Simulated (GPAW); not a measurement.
# Screening of a field by a 8-layer slab of Au(100), part 2 of 2

Wanted: the out-of-plane polarisability of a 8-layer slab of Au(100).

GPAW 26.7.0; GPAW, PAW setups; slab in vacuum, relaxation (the session's first sound run).

So far, dipole along the normal (e·Å): step 2 (relaxing the atoms) -0.00287; step 3 (plane waves, PBE) -0.00303; step 4 (field on) -0.165; step 5 (In a field) -0.0835.

## Step 7: In a field (continued)

The electrostatic potential energy of an electron (without an applied field's), less the Fermi level, planar mean oscillates, so the rows of the table below give means over windows of 2.16 Å about each position, cut where the curve ends. Its maxima inside the range that stand out by 2 % of the span (Å: eV): 9.0: -1.14, 11.0: -1.44, 13.1: -1.52, 15.2: -0.414, 17.4: -0.467, 19.6: -0.652, 21.7: -0.753. Its minima: 8.0: -19.1, 10.1: -19.7, 12.1: -19.8, 14.2: -19.7, 16.3: -19.7, 18.5: -19.9, 20.7: -19.9, 22.7: -19.6.

Electrostatic potential energy of an electron (without an applied field's), less the Fermi level, planar mean against z; means over each step:

```csv
z (Å),"electrostatic potential energy of an electron (without an applied field's), less the Fermi level, planar mean (eV)"
1.08,5.49
3.24,5.52
5.40,5.39
7.56,-7.02
9.72,-9.35
11.88,-9.46
14.04,-9.32
16.20,-9.10
18.36,-9.19
20.52,-9.30
22.68,-8.88
24.84,4.12
27.00,4.69
29.16,4.71
```

## Step 8: Field on

run.py

```python
import json
import numpy as np
from ase import Atoms
from gpaw import GPAW, PW
from gpaw.external import ConstantElectricField

slab = Atoms(
    ['Au', 'Au', 'Au', 'Au', 'Au', 'Au', 'Au', 'Au'],
    positions=[
        [1.44250, 1.44250, 8.00000],
        [0.00000, 0.00000, 10.04000],
        [1.44250, 1.44250, 12.08000],
        [0.00000, 0.00000, 14.12000],
        [1.44250, 1.44250, 16.29255],
        [0.00000, -0.00000, 18.46348],
        [1.44250, 1.44250, 20.62148],
        [0.00000, 0.00000, 22.76199]],
    cell=[[2.885, 0.0, 0.0], [0.0, 2.885, 0.0], [0.0, 0.0, 30.28]],
    pbc=[True, True, False])

slab.calc = GPAW(mode=PW(400), xc='PBE', kpts={'size': (11, 11, 1), 'gamma': True},
                 occupations={'name': 'fermi-dirac', 'width': 0.1}, nbands='160%',
                 convergence={'density': 1e-05}, maxiter=200,
                 poissonsolver={'dipolelayer': 'xy'},
                 external=ConstantElectricField(0.1, [0, 0, 1]),
                 symmetry={'tolerance': 1e-3}, txt='slab.txt')
result = {}
energy = slab.get_potential_energy()
fermi = slab.calc.get_fermi_level()
v = slab.calc.get_electrostatic_potential().mean((0, 1)) - fermi
n = slab.calc.get_pseudo_density().mean((0, 1))
L = slab.cell[2, 2]
z = np.arange(len(v)) * L / len(v)
low, high = slab.positions[:, 2].min(), slab.positions[:, 2].max()
below, above = np.interp([low - 5.8, high + 5.8], z, v)
slopes = [np.interp(x, z, np.gradient(v, z)) for x in (low - 5.8, high + 5.8)]
eps = np.array([[slab.calc.get_eigenvalues(k, s) for k in range(len(slab.calc.get_ibz_k_points()))]
                for s in range(slab.calc.get_number_of_spins())]) - fermi
top, bottom = eps[eps < 0].max(), eps[eps > 0].min()
dipole = slab.get_dipole_moment()[2]
print(f'energy {energy:.4f} eV, Fermi level {fermi:.4f} eV, dipole {dipole:.5f} e A')
print(f'potential 5.8 A off the faces, from the Fermi level: lower {below:.4f} eV, upper {above:.4f} eV')
print(f'slope of the potential there: lower {slopes[0]:.5f}, upper {slopes[1]:.5f} eV/A')
print(f'nearest levels on the mesh: {top:.4f} and {bottom:.4f} eV')
print('magnetic moment', round(slab.get_magnetic_moment(), 3))
result.update(energy=energy, fermi=fermi, dipole=dipole, below=below, above=above, slopes=slopes, edges=[top, bottom],
              z=z.tolist(), v=v.tolist(), n=n.tolist(), positions=slab.positions.tolist(),
              forces=slab.get_forces(apply_constraint=False).tolist(), moments=slab.get_magnetic_moments().tolist())
json.dump(result, open('result.json', 'w'))
```

Launch:

```
OMP_NUM_THREADS=1 OPENBLAS_NUM_THREADS=1 python run.py
```

Run time: 20 min. Hardware: 1 thread of Arm Neoverse V2, shared host; peak memory 0.63 GiB.

The electrostatic potential energy of an electron (without an applied field's), less the Fermi level, planar mean oscillates, so the rows of the table below give means over windows of 2.16 Å about each position, cut where the curve ends. Its maxima inside the range that stand out by 2 % of the span (Å: eV): 0.5: 5.95, 9.0: -0.837, 11.0: -1.24, 13.1: -1.42, 15.2: -0.420, 17.4: -0.580, 19.6: -0.873, 21.7: -1.08. Its minima: 8.0: -18.7, 10.1: -19.4, 12.1: -19.6, 14.2: -19.7, 16.3: -19.8, 18.5: -20.0, 20.7: -20.2, 22.7: -19.9.

The electrostatic potential energy of an electron (without an applied field's), less the Fermi level, planar mean by z; means over each step:

```csv
z (Å),"electrostatic potential energy of an electron (without an applied field's), less the Fermi level, planar mean (eV)"
1.08,5.88
3.24,5.95
5.40,5.81
7.56,-6.64
9.72,-9.08
11.88,-9.29
14.04,-9.27
16.20,-9.16
18.36,-9.35
20.52,-9.57
22.68,-9.25
24.84,3.67
27.00,4.24
29.16,4.28
```

The dipole is now 0.0788 e Å, against -0.0030 in the run without a field.

## Step 9: Field on

Edit run.py of step 8 so:

```diff
@@ -24,3 +24,3 @@
                  poissonsolver={'dipolelayer': 'xy'},
-                 external=ConstantElectricField(0.1, [0, 0, 1]),
+                 external=ConstantElectricField(0.2, [0, 0, 1]),
                  symmetry={'tolerance': 1e-3}, txt='slab.txt')
```

It took 23 min on 1 thread; peak memory 0.63 GiB.

The dipole is now 0.160 e Å, against -0.0030 in the run without a field.

## Step 10: In a field

Edit run.py of step 9 so:

```diff
@@ -24,3 +24,3 @@
                  poissonsolver={'dipolelayer': 'xy'},
-                 external=ConstantElectricField(0.2, [0, 0, 1]),
+                 external=ConstantElectricField(0.3, [0, 0, 1]),
                  symmetry={'tolerance': 1e-3}, txt='slab.txt')
```

It took 14 min on 1 thread; peak memory 0.63 GiB.

The dipole is now 0.241 e Å, against -0.0030 in the run without a field.

## Step 11: The series

The members are put on one axis.

This step: induced dipole against applied field (GPAW 26.7.0).

Table of dipole along the normal by field:

```csv
field (V/Å),dipole along the normal (e·Å)
-0.200,-0.165
-0.100,-0.0835
-0.050,-0.0429
0.000,-0.00303
0.050,0.0382
0.100,0.0788
0.200,0.160
0.300,0.241
```

## Step 12: Summary of results

| Item | Value |
| --- | --- |
| work function, upper and lower face | 5.143 and 5.092 eV |
| dipole along the normal | -0.00303 e Å |
| induced dipole per field | 0.811 e Å per V/Å |
| out-of-plane polarisability per area, α/(ε0 A) | 17.6 Å |

The field induces 0.811 e Å per V/Å, a polarisable thickness α/(ε0 A) of 17.6 Å beside 14.8 Å between the outermost nuclei. A perfect conductor would give the distance between its two image planes; a dielectric of thickness t gives t(1 - 1/ε). The two faces differ by 0.051 eV, the step that the slab's dipole makes (e p/(ε0 A) gives 0.066 eV), so the dipole layer is needed. The lowest atoms were held at bulk positions, which alone makes the faces unlike. The measured value for this face is 5.22 eV (as compiled in "Properties of real metallic surfaces: Effects of density functional semilocality and van der Waals nonlocality", 2017, arxiv:1702.08515); the relaxed upper face lies 0.077 eV under it with PBE. Measured work functions scatter by a tenth of an eV or more between methods. The clean face reconstructs (W and Mo (100) only when cold), while this slab is an unreconstructed 1×1 cell, so the two are not the same surface. The induced dipole is linear in the field over this range. The in-plane lattice was kept as typed, which isn't the functional's own and leaves some strain; spin-orbit coupling and temperature are left out.

[Logs are printed without paths, hosts, clocks, repeated set-up lines and the standing remarks that a program may print on its own settings, such as how far it seeks lower states.]

[Hosts, paths, dates, database ids (printed as entryN), source tags and the programs' standing remarks are cut or masked in the printed files.]
